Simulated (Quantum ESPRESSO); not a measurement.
# Collinear magnetic orders of Mn3GaC with Quantum ESPRESSO, part 2 of 2

Wanted: the moments of Mn3GaC and the energy of each order that was tried.

Quantum ESPRESSO 7.5; PBEsol; plane waves with GBRV 1.5 PBEsol potentials, no spin-orbit coupling.

So far, absolute magnetization (μB): step 2 (start 1: ferro +++) 6.57.

### Step 3. Run 2 (ferri ++−)

pw.py

```python
from ase import Atoms
from ase.calculators.espresso import Espresso, EspressoProfile

atoms = Atoms(['Mn', 'Mn', 'Mn', 'Ga', 'C'],
    cell=[[3.896, 0.0, 0.0],
         [0.0, 3.896, 0.0],
         [0.0, 0.0, 3.896]],
    scaled_positions=[[0.0, 0.5, 0.5],
         [0.5, 0.0, 0.5],
         [0.5, 0.5, 0.0],
         [0.0, 0.0, 0.0],
         [0.5, 0.5, 0.5]],
    pbc=True,
    magmoms=[3.5, 3.5, -3.5, 0.0, 0.0])
input_data = {
    'control': {'calculation': 'scf', 'prefix': 'pwscf', 'outdir': './tmp', 'disk_io': 'nowf', 'tprnfor': True, 'tstress': True},
    'system': {'ecutwfc': 40.0, 'ecutrho': 280.0, 'nbnd': 46, 'occupations': 'smearing', 'smearing': 'fd', 'degauss': 0.00367493, 'nspin': 2},
    'electrons': {'conv_thr': 1e-08, 'electron_maxstep': 150, 'mixing_beta': 0.3},
}
atoms.calc = Espresso(
    profile=EspressoProfile(command='mpirun -n 2 pw.x -nk 2', pseudo_dir='pseudo'),
    pseudopotentials={'Ga': 'ga_pbesol_v1.4.uspp.F.UPF', 'Mn': 'mn_pbesol_v1.5.uspp.F.UPF', 'C': 'c_pbesol_v1.2.uspp.F.UPF'},
    input_data=input_data,
    kpts=(8, 8, 8),
    koffset=(0, 0, 0))
atoms.get_potential_energy()
energy = atoms.calc.results['free_energy']
print(f'free energy: {energy:.6f} eV')
print('site moments (muB):', atoms.get_magnetic_moments().round(3))
```

espresso.pwi

```
&CONTROL
   calculation      = 'scf'
   tstress          = .true.
   tprnfor          = .true.
   outdir           = './tmp'
   prefix           = 'pwscf'
   disk_io          = 'nowf'
   pseudo_dir       = 'pseudo'
/
&SYSTEM
   nbnd             = 46
   ecutwfc          = 40.0
   ecutrho          = 280.0
   occupations      = 'smearing'
   degauss          = 0.00367493
   smearing         = 'fd'
   nspin            = 2
   starting_magnetization(1) = 3.5
   starting_magnetization(2) = -3.5
   starting_magnetization(3) = 0.0
   starting_magnetization(4) = 0.0
   ntyp             = 4
   nat              = 5
   ibrav            = 0
/
&ELECTRONS
   electron_maxstep = 150
   conv_thr         = 1e-08
   mixing_beta      = 0.3
/
&IONS
/
&CELL
/
&FCP
/
&RISM
/
ATOMIC_SPECIES
Mn  54.938044 mn_pbesol_v1.5.uspp.F.UPF
Mn1 54.938044 mn_pbesol_v1.5.uspp.F.UPF
Ga  69.723 ga_pbesol_v1.4.uspp.F.UPF
C  12.011 c_pbesol_v1.2.uspp.F.UPF

K_POINTS automatic
8 8 8  0 0 0

CELL_PARAMETERS angstrom
3.89600000000000 0.00000000000000 0.00000000000000
0.00000000000000 3.89600000000000 0.00000000000000
0.00000000000000 0.00000000000000 3.89600000000000

ATOMIC_POSITIONS angstrom
Mn  0.0000000000 1.9480000000 1.9480000000  
Mn  1.9480000000 0.0000000000 1.9480000000  
Mn1 1.9480000000 1.9480000000 0.0000000000  
Ga  0.0000000000 0.0000000000 0.0000000000  
C  1.9480000000 1.9480000000 1.9480000000
```

Run with:

```
$ OMP_NUM_THREADS=1 python3 pw.py > pw.log
```

The program printed:

```text
[banner, memory and clock lines left out]
free energy: -14418.407808 eV
site moments (muB): [ 1.363  1.363 -2.102 -0.034 -0.027]

--- espresso.pwo ---
Program PWSCF v.7.5 starts

Warning: card &CELL ignored
Warning: card &FCP ignored
Warning: card &RISM ignored

     Message from routine setup:
     using ibrav=0 with symmetry is DISCOURAGED, use correct ibrav instead

     bravais-lattice index     =            0
     lattice parameter (alat)  =       7.3624  a.u.
     unit-cell volume          =     399.0740 (a.u.)^3
     number of atoms/cell      =            5
     number of atomic types    =            4
     number of electrons       =        68.00
     number of Kohn-Sham states=           46
     kinetic-energy cutoff     =      40.0000  Ry
     charge density cutoff     =     280.0000  Ry
     scf convergence threshold =      1.0E-08
     mixing beta               =       0.3000
     number of iterations used =            8  plain     mixing
     Exchange-correlation= SLA  PW   PSX  PSC
                           (   1   4  10   8   0   0   0)

     celldm(1)=   7.362373  celldm(2)=   0.000000  celldm(3)=   0.000000
     celldm(4)=   0.000000  celldm(5)=   0.000000  celldm(6)=   0.000000

     crystal axes: (cart. coord. in units of alat)
               a(1) = (   1.000000   0.000000   0.000000 )
               a(2) = (   0.000000   1.000000   0.000000 )
               a(3) = (   0.000000   0.000000   1.000000 )

     reciprocal axes: (cart. coord. in units 2 pi/alat)
               b(1) = (  1.000000  0.000000  0.000000 )
               b(2) = (  0.000000  1.000000  0.000000 )
               b(3) = (  0.000000  0.000000  1.000000 )

     PseudoPot. # 1 for Mn read from file:
     mn_pbesol_v1.5.uspp.F.UPF
     Pseudo is Ultrasoft + core correction, Zval = 15.0

     PseudoPot. # 2 for Mn read from file:
     mn_pbesol_v1.5.uspp.F.UPF
     Pseudo is Ultrasoft + core correction, Zval = 15.0

     PseudoPot. # 3 for Ga read from file:
     ga_pbesol_v1.4.uspp.F.UPF
     Pseudo is Ultrasoft + core correction, Zval = 19.0

     PseudoPot. # 4 for C  read from file:
     c_pbesol_v1.2.uspp.F.UPF
     Pseudo is Ultrasoft + core correction, Zval =  4.0

     atomic species   valence    mass     pseudopotential
     Mn               15.00    54.93804     Mn( 1.00)
     Mn1              15.00    54.93804     Mn( 1.00)
     Ga               19.00    69.72300     Ga( 1.00)
     C                 4.00    12.01100     C ( 1.00)

     Starting magnetic structure
     atomic species   magnetization
     Mn              0.233
     Mn1            -0.233
     Ga              0.000
     C               0.000

     16 Sym. Ops., with inversion, found

   Cartesian axes

     site n.     atom                  positions (alat units)
         1        Mn     tau(   1) = (   0.0000000   0.5000000   0.5000000  )
         2        Mn     tau(   2) = (   0.5000000   0.0000000   0.5000000  )
         3        Mn1    tau(   3) = (   0.5000000   0.5000000   0.0000000  )
         4        Ga     tau(   4) = (   0.0000000   0.0000000   0.0000000  )
         5        C      tau(   5) = (   0.5000000   0.5000000   0.5000000  )

     number of k points=    75  Fermi-Dirac smearing, width (Ry)=  0.0037
                       cart. coord. in units 2pi/alat
        k(    1) = (   0.0000000   0.0000000   0.0000000), wk =   0.0019531
        k(    2) = (   0.0000000   0.0000000   0.1250000), wk =   0.0039062
        k(    3) = (   0.0000000   0.0000000   0.2500000), wk =   0.0039062
        k(    4) = (   0.0000000   0.0000000   0.3750000), wk =   0.0039062
        k(    5) = (   0.0000000   0.0000000  -0.5000000), wk =   0.0019531
        [... 70 further k-points ...]

     Dense  grid:    31463 G-vectors     FFT dimensions: (  40,  40,  40)

     Smooth grid:    13613 G-vectors     FFT dimensions: (  30,  30,  30)

     Check: negative core charge=   -0.000054
     Generating pointlists ...
     new r_m :   0.2063 (alat units)  1.5185 (a.u.) for type    1
     new r_m :   0.2063 (alat units)  1.5185 (a.u.) for type    2
     new r_m :   0.2917 (alat units)  2.1475 (a.u.) for type    3
     new r_m :   0.2063 (alat units)  1.5185 (a.u.) for type    4

     Initial potential from superposition of free atoms

     starting charge      65.4997, renormalised to      68.0000
     Starting wfcs are   55 randomized atomic wfcs

     Self-consistent Calculation

     iteration #  1     ecut=    40.00 Ry     beta= 0.30
     Davidson diagonalization with overlap
     ethr =  1.00E-02,  avg # of iterations =  2.2

     total energy              =   -1057.68724128 Ry
     estimated scf accuracy    <       9.67557043 Ry

     total magnetization       =     1.66 Bohr mag/cell
     absolute magnetization    =     6.44 Bohr mag/cell

     iteration #  2     ecut=    40.00 Ry     beta= 0.30
     Davidson diagonalization with overlap
     ethr =  1.00E-02,  avg # of iterations =  2.0

     total energy              =   -1059.62329976 Ry
     estimated scf accuracy    <       0.44179184 Ry

     total magnetization       =     2.86 Bohr mag/cell
     absolute magnetization    =     8.15 Bohr mag/cell

     [... further iterations left out ...]

     iteration # 16     ecut=    40.00 Ry     beta= 0.30
     Davidson diagonalization with overlap
     ethr =  2.81E-10,  avg # of iterations =  2.0

     total energy              =   -1059.73352023 Ry
     estimated scf accuracy    <       0.00000005 Ry

     total magnetization       =     0.63 Bohr mag/cell
     absolute magnetization    =     5.92 Bohr mag/cell

     iteration # 17     ecut=    40.00 Ry     beta= 0.30
     Davidson diagonalization with overlap
     ethr =  6.67E-11,  avg # of iterations =  2.1

     Magnetic moment per site  (integrated on atomic sphere of radius R)
     atom   1 (R=0.206)  charge= 11.9972  magn=  1.3633
     atom   2 (R=0.206)  charge= 11.9972  magn=  1.3633
     atom   3 (R=0.206)  charge= 12.0003  magn= -2.1023
     atom   4 (R=0.292)  charge= 17.6315  magn= -0.0336
     atom   5 (R=0.206)  charge=  3.0610  magn= -0.0272

     End of self-consistent calculation

     Number of k-points >= 100: set verbosity='high' to print the bands.

     the Fermi energy is    15.6518 ev

!    total energy              =   -1059.73352030 Ry
     estimated scf accuracy    <          6.3E-09 Ry
     smearing contrib. (-TS)   =      -0.00238494 Ry
     internal energy E=F+TS    =   -1059.73113537 Ry

     The total energy is F=E-TS. E is the sum of the following terms:
     one-electron contribution =    -591.70395785 Ry
     hartree contribution      =     331.24205306 Ry
     xc contribution           =    -130.49263579 Ry
     ewald contribution        =    -668.77659479 Ry

     total magnetization       =     0.63 Bohr mag/cell
     absolute magnetization    =     5.92 Bohr mag/cell

     convergence has been achieved in  17 iterations

     Forces acting on atoms (cartesian axes, Ry/au):

     atom    1 type  1   force =     0.00000000    0.00000000    0.00000000
     atom    2 type  1   force =     0.00000000    0.00000000    0.00000000
     atom    3 type  2   force =     0.00000000    0.00000000    0.00000000
     atom    4 type  3   force =     0.00000000    0.00000000    0.00000000
     atom    5 type  4   force =     0.00000000    0.00000000    0.00000000

     Total force =     0.000000     Total SCF correction =     0.000000

     Computing stress (Cartesian axis) and pressure

          total   stress  (Ry/bohr**3)                   (kbar)     P=     -158.69
  -0.00119680   0.00000000   0.00000000         -176.06        0.00        0.00
   0.00000000  -0.00119680   0.00000000            0.00     -176.06        0.00
   0.00000000   0.00000000  -0.00084263            0.00        0.00     -123.96
```

Wall time 2.7 min (2 MPI ranks of Arm Neoverse V1, shared host); peak memory 0.51 GiB.

Spin moment in the atom's sphere by atom:

| atom | spin moment in the atom's sphere (μB) |
| --- | --- |
| Mn1 | 1.36 |
| Mn2 | 1.36 |
| Mn3 | -2.10 |
| Ga4 | -0.03 |
| C5 | -0.03 |

Numbers from this step:

* smearing term TS: 0.03245 eV
* pressure: -15.87 GPa
* magnetization: 0.625 μB
* absolute magnetization: 5.917 μB
* final state: ferrimagnetic

### Step 4. Run 3, typed as no spin polarisation

pw.py: that of step 3 with these lines changed.

```diff
@@ -12,7 +12,6 @@
          [0.5, 0.5, 0.5]],
-    pbc=True,
-    magmoms=[3.5, 3.5, -3.5, 0.0, 0.0])
+    pbc=True)
 input_data = {
     'control': {'calculation': 'scf', 'prefix': 'pwscf', 'outdir': './tmp', 'disk_io': 'nowf', 'tprnfor': True, 'tstress': True},
-    'system': {'ecutwfc': 40.0, 'ecutrho': 280.0, 'nbnd': 46, 'occupations': 'smearing', 'smearing': 'fd', 'degauss': 0.00367493, 'nspin': 2},
+    'system': {'ecutwfc': 40.0, 'ecutrho': 280.0, 'nbnd': 44, 'occupations': 'smearing', 'smearing': 'fd', 'degauss': 0.00367493},
     'electrons': {'conv_thr': 1e-08, 'electron_maxstep': 150, 'mixing_beta': 0.3},
@@ -28,2 +27 @@
 print(f'free energy: {energy:.6f} eV')
-print('site moments (muB):', atoms.get_magnetic_moments().round(3))
```

Run with:

```
$ OMP_NUM_THREADS=1 python3 pw.py > pw.log
```

The program printed:

```text
     [... lines left out ...]
free energy: -14417.860099 eV
--- espresso.pwo ---
Program PWSCF v.7.5 starts
     [... lines left out ...]
     number of atoms/cell      =            5
     [... lines left out ...]
     number of electrons       =        68.00
     number of Kohn-Sham states=           44
     kinetic-energy cutoff     =      40.0000  Ry
     charge density cutoff     =     280.0000  Ry
     scf convergence threshold =      1.0E-08
     [... lines left out ...]
     48 Sym. Ops., with inversion, found
     [... lines left out ...]
     number of k points=    35  Fermi-Dirac smearing, width (Ry)=  0.0037
     [... lines left out ...]
     iteration # 12     ecut=    40.00 Ry     beta= 0.30
     [... lines left out ...]
     the Fermi energy is    15.4263 ev
!    total energy              =   -1059.69326443 Ry
     estimated scf accuracy    <          9.3E-10 Ry
     smearing contrib. (-TS)   =      -0.00654236 Ry
     [... lines left out ...]
     convergence has been achieved in  12 iterations
     [... lines left out ...]
     Total force =     0.000000     Total SCF correction =     0.000000
     [... lines left out ...]
          total   stress  (Ry/bohr**3)                   (kbar)     P=     -252.34
     [... lines left out ...]
```

Run time: 31 s. Hardware: 2 MPI ranks; peak memory 0.33 GiB; 62 s of CPU time.

Read from the output:

| Property | Result |
| --- | --- |
| smearing term TS | 0.08901 eV |
| pressure | -25.23 GPa |
| final state | non-magnetic (no spin polarisation) |

### Step 5. The states side by side

An order is kept where moments of 0.15 μB or more survive with the typed signs; meshes match where a doubled cell samples the same k points as the first cell.

Ferrimagnetic means that a moment over 0.15 μB on a transition or rare-earth metal, induced ones included, opposes the net moment. Orders:

| start | final state | typed order kept | energy over the lowest (meV a seeded atom) | largest site moment (μB) | net moment (μB a cell of the first run) | mesh matched | CPU time (s) |
| --- | --- | --- | --- | --- | --- | --- | --- |
| ferro +++ | ferromagnetic | yes | 0 | 1.785 | 5.815 | yes | 144.6 |
| ferri ++- | ferrimagnetic | yes | 25.14 | 2.102 | 0.6252 | yes | 324 |
| no spin polarisation | non-magnetic | - | 207.7 | 0 | 0 | yes | 61.99 |

### Step 6. Outcome

* lowest state found: ferromagnetic (from ferro +++)
* largest site moment: 1.79 μB
* next state with moments: ferrimagnetic, 25.1 meV a seeded atom higher
* state without moments: 208 meV a seeded atom higher

What this shows: Only these 3 starts were compared; other wavevectors, canted and longer-period orders were not.

[Logs and program files are shortened in this print: banners, set-up blocks, solver, clock and traceback lines can be left out without a mark of their own.]

[Logs are printed without paths, hosts, clocks, repeated set-up lines and the standing remarks that a program may print on its own settings, such as how far it seeks lower states.]

[Hosts, paths, dates, database ids (printed as entryN), source tags and the programs' standing remarks are cut or masked in the printed files.]

[Where a cell is said to come from a database of computed structures, the database is the Materials Project.]
